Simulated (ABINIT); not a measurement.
# BN (Qingsongite): bands and cutoff in G0W0 with ABINIT

What does each rung of G0W0 on BN (Qingsongite) cost, and what does it buy?

Main program and level: ABINIT 10.8.3; LDA and many-body steps on it, plane waves.

### Step 1. Set-up

The structure is cubic, space group F-43m (No. 216). Conventional cell: a = 3.615 Å, b = 3.615 Å, c = 3.615 Å, α = 90.00°, β = 90.00°, γ = 90.00°. B has 4 N at 1.57 Å nearest. Nearest to N lie 4 B at 1.57 Å. Farther neighbours and most contacts between anions are not listed.

The cell and positions come from the Crystallography Open Database and are kept as given unless a step says otherwise.

### Step 2. Empty states on the mesh, 6×6×6 mesh, 311 bands

This step: ABINIT 10.8.3; DFT, LDA, plane waves, norm-conserving pseudopotentials.

The sums over transitions need many empty states on a uniform mesh; this step solves for them.

The input, run.abi:

```
acell 3*1.0 Angstrom
rprim 
  -0.000000000000 1.807500000000 1.807500000000
  1.807500000000 0.000000000000 1.807500000000
  1.807500000000 1.807500000000 -0.000000000000
ntypat 2
znucl 5 7
natom 2
typat 1 2
xred 
  0.000000000000 0.000000000000 0.000000000000
  0.250000000000 0.250000000000 0.250000000000
pp_dirpath "pseudos"
pseudos "B.upf, N.upf"
ecut 36
ngkpt 6 6 6
nshiftk 1
shiftk 0 0 0
kptopt 1
chksymbreak 0
irdden 1
istwfk *1
nband 311
prtvol 0
optdriver 6
gwr_task "HDIAGO"
paral_kgb 0
occopt 1
indata_prefix "in"
outdata_prefix "out"
tmpdata_prefix "tmp"
```

The run is started by

```bash
> OMP_NUM_THREADS=1 mpirun -n 4 abinit run.abi > log
```

Output:

```text
.Version 10.8.3 of ABINIT. v10.8.2 released Aug 2026.

 Symmetries : space group F-4 3 m (#216); Bravais cF (face-center cubic)
[... echo of the input left out ...]
== DATASET  1 ==================================================================
-   mpi_nproc: 4, omp_nthreads: 1 (-1 if OMP is not activated)

--- !DatasetInfo
iteration_state: {dtset: 1, }
dimensions: {natom: 2, nkpt: 16, mband: 311, nsppol: 1, nspinor: 1, nspden: 1, mpw: 869, }
cutoff_energies: {ecut:  36.0, pawecutdg:  -1.0, }
[...]
Indirect band gap semiconductor
 Fundamental gap:     4.420 (eV)
   VBM:     8.006 (eV) at k: [ 0.0000E+00,  0.0000E+00,  0.0000E+00]
   CBM:    12.426 (eV) at k: [ 5.0000E-01,  5.0000E-01,  0.0000E+00]
 Direct gap:         8.748 (eV) at k: [ 0.0000E+00,  0.0000E+00,  0.0000E+00]

== END DATASET(S) ==============================================================
================================================================================

 -outvars: echo values of variables after computation  --------
           etotal      0.0000000000E+00
            nband         311
             nkpt          16
          spgroup         216
 [... the other variables as echoed above ...]

 Calculation completed.
```

It took 5.8 s on 4 MPI ranks of Arm Neoverse V1, shared host; peak memory 0.34 GiB.

Numbers from this step:

```
gap                                                           : 4.420 eV
k of the valence top                                          : 0, 0, 0
k of the conduction bottom                                    : 0.5, 0.5, 0
least direct gap                                              : 8.748 eV
k points computed                                             : 16
lowest point of the top converged band, above the valence top : 472.2024 eV
```

On this mesh the gap is 4.420 eV.

The density comes from a self-consistent run that is not shown.

### Step 3. Screening, 6×6×6 mesh, 63 bands, screening to 203.5 eV

The RPA dielectric matrix is built and inverted for each q.

This step: RPA screening on LDA, plane waves, norm-conserving pseudopotentials.

run.abi: that of step 2 with these lines changed.

```diff
@@ -20,10 +20,11 @@
 chksymbreak 0
-irdden 1
 istwfk *1
-nband 311
-prtvol 0
-optdriver 6
-gwr_task "HDIAGO"
-paral_kgb 0
 occopt 1
+irdwfk 1
+optdriver 3
+nband 63
+ecuteps 7.48
+inclvkb 2
+awtr 1
+symchi 1
 indata_prefix "in"
```

Output:

```text
.Version 10.8.3 of ABINIT. v10.8.2 released Aug 2026.

 Symmetries : space group F-4 3 m (#216); Bravais cF (face-center cubic)
[... echo of the input left out ...]
== DATASET  1 ==================================================================
-   mpi_nproc: 4, omp_nthreads: 1 (-1 if OMP is not activated)

--- !DatasetInfo
iteration_state: {dtset: 1, }
dimensions: {natom: 2, nkpt: 16, mband: 63, nsppol: 1, nspinor: 1, nspden: 1, mpw: 869, }
cutoff_energies: {ecut:  36.0, pawecutdg:  -1.0, }
electrons: {nelect:   8.00000000E+00, charge:   0.00000000E+00, occopt:   1.00000000E+00, tsmear:   1.00000000E-02, }

 SCREENING: Calculation of the susceptibility and dielectric matrices

 Based on a program developped by R.W. Godby, V. Olevano, G. Onida, and L. Reining.
 Incorporated in ABINIT by V. Olevano, G.-M. Rignanese, and M. Torrent.
.Using double precision arithmetic ; gwpc =  8

[... cell and pseudopotentials left out ...]
--------------------------------------------------------------------------------

 ==== K-mesh for the wavefunctions ====
 Number of points in the irreducible wedge :    16
[... list of points left out ...]
 Together with 24 symmetry operations and time-reversal symmetry
 yields   216 points in the full Brillouin Zone.

 ==== Q-mesh for the screening function ====
 Number of points in the irreducible wedge :    16
[... list of points left out ...]
 Together with 24 symmetry operations and time-reversal symmetry
 yields   216 points in the full Brillouin Zone.

 setmesh: FFT mesh size selected  =    20x   20x   20
          total number of points  =         8000

 vcoul_init : cutoff-mode = AUXILIARY_FUNCTION
 q-points for optical limit:   1
     1)      0.000010    0.000020    0.000030

- screening: taking advantage of time-reversal symmetry
- Maximum band index for partially occupied states nbvw = 4
- Remaining bands to be divided among processors   nbcw = 59
- Number of bands treated by each node ~14

 Number of electrons calculated from density =    8.0000; Expected =    8.0000
 average of density, n =  0.100376
 r_s =    1.3348
 omega_plasma =   30.5612 [eV]

 calculating chi0 at frequencies [eV] :
  1    0.000000E+00    0.000000E+00
  2    0.000000E+00    3.056116E+01

--------------------------------------------------------------------------------
  q-point number  1        q = ( 0.000000, 0.000000, 0.000000) [r.l.u.]
--------------------------------------------------------------------------------
[... chi0 elements left out ...]
 For q-point:  0.000010 0.000020 0.000030
  dielectric constant =   4.4457
  dielectric constant without local fields =   4.7902

  Average fulfillment of the sum rule on Im[epsilon] for q-point    1 :     87.05  [%]
[... wings left out ...]
  q-point number  2        q = ( 0.166667, 0.000000, 0.000000) [r.l.u.]
--------------------------------------------------------------------------------
[... chi0 elements left out ...]
  Average fulfillment of the sum rule on Im[epsilon] for q-point    2 :     96.64  [%]

 [... 14 further q-points ...]
```

It took 9.5 s on 4 MPI ranks; peak memory 0.43 GiB; 38 s of CPU time.

This step gave:

```yaml
eps_infinity_with_local_fields_on_this_mesh_along_the_program_s_q_direction: 4.446
the_same_without_local_fields: 4.790
plasma_frequency: 30.56 eV
plane_waves_in_the_screening_matrix: 65
```

Local fields lower ε∞ by 7 %. On a Γ-centred mesh this coarse the value itself is usually too large, while a short band sum pulls it down.

### Step 4. 63 bands, 203.5 eV

The self-energy is evaluated for the states that the input lists, and the levels follow from it, in one-shot runs by the linearised quasiparticle equation.

This step: G0W0 on LDA, plane waves, norm-conserving pseudopotentials.

run.abi: that of step 3 with these lines changed.

```diff
@@ -23,8 +23,19 @@
 irdwfk 1
-optdriver 3
+optdriver 4
 nband 63
+gwcalctyp 0
+ecutsigx 36
+symsigma 1
+nkptgw 3
+kptgw 
+  0.0000000000 0.0000000000 0.0000000000
+  0.5000000000 0.5000000000 0.0000000000
+  0.5000000000 0.0000000000 0.0000000000
+bdgw 
+  2 7
+  3 6
+  3 7
 ecuteps 7.48
-inclvkb 2
-awtr 1
-symchi 1
+irdscr 1
+ppmodel 1
 indata_prefix "in"
```

Output:

```text
.Version 10.8.3 of ABINIT. v10.8.2 released Aug 2026.

 Symmetries : space group F-4 3 m (#216); Bravais cF (face-center cubic)
[... echo of the input left out ...]
== DATASET  1 ==================================================================
-   mpi_nproc: 4, omp_nthreads: 1 (-1 if OMP is not activated)

--- !DatasetInfo
iteration_state: {dtset: 1, }
dimensions: {natom: 2, nkpt: 16, mband: 63, nsppol: 1, nspinor: 1, nspden: 1, mpw: 869, }
cutoff_energies: {ecut:  36.0, pawecutdg:  -1.0, }
electrons: {nelect:   8.00000000E+00, charge:   0.00000000E+00, occopt:   1.00000000E+00, tsmear:   1.00000000E-02, }

 SIGMA: Calculation of the GW corrections

 Based on a program developped by R.W. Godby, V. Olevano, G. Onida, and L. Reining.
 Incorporated in ABINIT by V. Olevano, G.-M. Rignanese, and M. Torrent.
.Using double precision arithmetic ; gwpc =  8

[... cell and pseudopotentials left out ...]
--------------------------------------------------------------------------------

 ==== K-mesh for the wavefunctions ====
 Number of points in the irreducible wedge :    16
[... list of points left out ...]
 Together with 24 symmetry operations and time-reversal symmetry
 yields   216 points in the full Brillouin Zone.

 ==== Q-mesh for screening function ====
 Number of points in the irreducible wedge :    16
[... list of points left out ...]
 Together with 24 symmetry operations and time-reversal symmetry
 yields   216 points in the full Brillouin Zone.

 vcoul_init : cutoff-mode = AUXILIARY_FUNCTION
 q-points for optical limit:   1
     1)      0.000010    0.000020    0.000030
 setmesh: FFT mesh size selected  =    25x   25x   25
          total number of points  =        15625

 Number of electrons calculated from density =    8.0000; Expected =    8.0000
 average of density, n =  0.100376
 r_s =    1.3348
 omega_plasma =   30.5612 [eV]

 === KS Band Gaps ===
  >>>> For spin  1
   Minimum direct gap =   8.7475 [eV], located at k-point      :   0.0000  0.0000  0.0000
   Fundamental gap    =   4.4200 [eV], Top of valence bands at :   0.0000  0.0000  0.0000
                                       Bottom of conduction at :   0.5000  0.5000  0.0000
 SIGMA fundamental parameters:
 PLASMON POLE MODEL  1
 number of plane-waves for SigmaX                  869
 number of plane-waves for SigmaC and W             65
 number of plane-waves for wavefunctions           869
 number of bands                                    63
 number of independent spin polarizations            1
 number of spinorial components                      1
 number of k-points in IBZ                          16
 number of q-points in IBZ                          16
 number of symmetry operations                      24
 number of k-points in BZ                          216
 number of q-points in BZ                          216
 number of frequencies for dSigma/dE                 9
 frequency step for dSigma/dE [eV]                0.25
 number of omega for Sigma on real axis              0
 max omega for Sigma on real axis  [eV]           0.00
 zcut for avoiding poles [eV]                     0.10

 EPSILON^-1 parameters (SCR file):
 dimension of the eps^-1 matrix on file             65
 dimension of the eps^-1 matrix used                65
 number of plane-waves for wavefunctions           869
 number of bands                                    63
 number of q-points in IBZ                          16
 number of frequencies                               2
 number of real frequencies                          1
 number of imag frequencies                          1

 matrix elements of self-energy operator (all in [eV])

 Perturbative Calculation

--- !SelfEnergy_ee
iteration_state: {dtset: 1, }
kpoint     : [   0.000,    0.000,    0.000, ]
spin       : 1
KS_gap     :    8.748
QP_gap     :   10.890
Delta_QP_KS:    2.142
data: !SigmaeeData |
     Band     E0 <VxcDFT>   SigX SigC(E0)      Z dSigC/dE  Sig(E)    E-E0       E
        2   8.006 -18.334 -22.055   2.630   0.827  -0.209 -19.237  -0.903   7.103
        3   8.006 -18.334 -22.055   2.630   0.827  -0.209 -19.237  -0.903   7.103
        4   8.006 -18.334 -22.055   2.630   0.827  -0.209 -19.237  -0.903   7.103
        5  16.753 -13.840  -7.141  -5.227   0.842  -0.188 -12.601   1.239  17.993
        6  16.753 -13.840  -7.141  -5.227   0.842  -0.188 -12.601   1.239  17.993
        7  16.753 -13.840  -7.141  -5.227   0.842  -0.188 -12.601   1.239  17.993

--- !SelfEnergy_ee
iteration_state: {dtset: 1, }
kpoint     : [   0.500,    0.500,    0.000, ]
spin       : 1
KS_gap     :    9.351
QP_gap     :   11.493
Delta_QP_KS:    2.142
data: !SigmaeeData |
     Band     E0 <VxcDFT>   SigX SigC(E0)      Z dSigC/dE  Sig(E)    E-E0       E
[...]
--- !SelfEnergy_ee
iteration_state: {dtset: 1, }
kpoint     : [   0.500,    0.000,    0.000, ]
spin       : 1
KS_gap     :   12.216
QP_gap     :   14.226
Delta_QP_KS:    2.010
data: !SigmaeeData |
     Band     E0 <VxcDFT>   SigX SigC(E0)      Z dSigC/dE  Sig(E)    E-E0       E
[...]
5  18.271 -14.773  -8.158  -5.505   0.832  -0.202 -13.849   0.924  19.195
        6  18.648 -14.038  -6.915  -5.524   0.838  -0.193 -12.698   1.340  19.988
        7  18.648 -14.038  -6.915  -5.524   0.838  -0.193 -12.698   1.340  19.988

== END DATASET(S) ==============================================================
================================================================================

 -outvars: echo values of variables after computation  --------
           etotal      0.0000000000E+00
            nband          63
             nkpt          16
          spgroup         216
 [... the other variables as echoed above ...]

 Calculation completed.
```

The job ended after 3.6 s (4 MPI ranks; peak memory 0.44 GiB; 14 s of CPU time).

This step gave:

* G0W0 gap on the points computed: 6.16 eV
* starting gap on the mesh: 4.420 eV
* k of the valence top: 0, 0, 0
* k of the conduction bottom: 0.5, 0.5, 0
* Z at the valence top: 0.827
* Z at the conduction bottom: 0.853
* least direct G0W0 gap on the computed points: 10.89 eV

The gap on the mesh goes from 4.42 eV to 6.16 eV, a correction of +1.74 eV.

### Step 5. Screening, 6×6×6 mesh, 94 bands, screening to 269.4 eV

This step: RPA screening on LDA, plane waves, norm-conserving pseudopotentials.

run.abi: that of step 4 with these lines changed.

```diff
@@ -23,19 +23,8 @@
 irdwfk 1
-optdriver 4
-nband 63
-gwcalctyp 0
-ecutsigx 36
-symsigma 1
-nkptgw 3
-kptgw 
-  0.0000000000 0.0000000000 0.0000000000
-  0.5000000000 0.5000000000 0.0000000000
-  0.5000000000 0.0000000000 0.0000000000
-bdgw 
-  2 7
-  3 6
-  3 7
-ecuteps 7.48
-irdscr 1
-ppmodel 1
+optdriver 3
+nband 94
+ecuteps 9.9
+inclvkb 2
+awtr 1
+symchi 1
 indata_prefix "in"
```

Output:

```text
.Version 10.8.3 of ABINIT. v10.8.2 released Aug 2026.

 Symmetries : space group F-4 3 m (#216); Bravais cF (face-center cubic)
[... echo of the input left out ...]
== DATASET  1 ==================================================================
-   mpi_nproc: 4, omp_nthreads: 1 (-1 if OMP is not activated)

--- !DatasetInfo
iteration_state: {dtset: 1, }
dimensions: {natom: 2, nkpt: 16, mband: 94, nsppol: 1, nspinor: 1, nspden: 1, mpw: 869, }
cutoff_energies: {ecut:  36.0, pawecutdg:  -1.0, }
electrons: {nelect:   8.00000000E+00, charge:   0.00000000E+00, occopt:   1.00000000E+00, tsmear:   1.00000000E-02, }

 SCREENING: Calculation of the susceptibility and dielectric matrices

 Based on a program developped by R.W. Godby, V. Olevano, G. Onida, and L. Reining.
 Incorporated in ABINIT by V. Olevano, G.-M. Rignanese, and M. Torrent.
.Using double precision arithmetic ; gwpc =  8

[... cell and pseudopotentials left out ...]
--------------------------------------------------------------------------------

 ==== K-mesh for the wavefunctions ====
 Number of points in the irreducible wedge :    16
[... list of points left out ...]
 Together with 24 symmetry operations and time-reversal symmetry
 yields   216 points in the full Brillouin Zone.

 ==== Q-mesh for the screening function ====
 Number of points in the irreducible wedge :    16
[... list of points left out ...]
 Together with 24 symmetry operations and time-reversal symmetry
 yields   216 points in the full Brillouin Zone.

 setmesh: FFT mesh size selected  =    20x   20x   20
          total number of points  =         8000

 vcoul_init : cutoff-mode = AUXILIARY_FUNCTION
 q-points for optical limit:   1
     1)      0.000010    0.000020    0.000030

- screening: taking advantage of time-reversal symmetry
- Maximum band index for partially occupied states nbvw = 4
- Remaining bands to be divided among processors   nbcw = 90
- Number of bands treated by each node ~22

 Number of electrons calculated from density =    8.0000; Expected =    8.0000
 average of density, n =  0.100376
 r_s =    1.3348
 omega_plasma =   30.5612 [eV]

 calculating chi0 at frequencies [eV] :
  1    0.000000E+00    0.000000E+00
  2    0.000000E+00    3.056116E+01

--------------------------------------------------------------------------------
  q-point number  1        q = ( 0.000000, 0.000000, 0.000000) [r.l.u.]
--------------------------------------------------------------------------------
[... chi0 elements left out ...]
 For q-point:  0.000010 0.000020 0.000030
  dielectric constant =   4.4382
  dielectric constant without local fields =   4.7907

  Average fulfillment of the sum rule on Im[epsilon] for q-point    1 :     92.95  [%]
[... wings left out ...]
  q-point number  2        q = ( 0.166667, 0.000000, 0.000000) [r.l.u.]
--------------------------------------------------------------------------------
[... chi0 elements left out ...]
  Average fulfillment of the sum rule on Im[epsilon] for q-point    2 :     98.89  [%]

 [... 14 further q-points ...]
```

Run time: 17 s. Hardware: 4 MPI ranks; peak memory 0.51 GiB.

Numbers from this step:

| Property | Result |
| --- | --- |
| ε∞ with local fields, on this mesh, along the program's q direction | 4.438 |
| the same without local fields | 4.791 |
| plasma frequency | 30.56 eV |
| plane waves in the screening matrix | 113 |

(Part 1 of 2 ends here.)

[Paths, hosts, dates, memory and timing lines, banners, echoed tables and standing remarks are left out of the program output.]

[Logs are printed without paths, hosts, clocks, repeated set-up lines and the standing remarks that a program may print on its own settings, such as how far it seeks lower states.]

[Runs of the session that timed out or met a known fault of the program may be left out.]

[No measured gap is set beside runs whose start may be inverted or whose files or cutoffs have a known fault.]

[Hosts, paths, dates, database ids (printed as entryN), source tags and the programs' standing remarks are cut or masked in the printed files.]

[G0W0 gaps are taken among the corrected bands and points alone; a level outside them can change the order at an edge.]

[Where Ansatz stands beside ABINIT at settings called matched, ABINIT's density can come from a denser mesh and the files from another edition; pairs whose starting gaps differed by over 0.03 eV were left out, so agreement reads better than it is.]
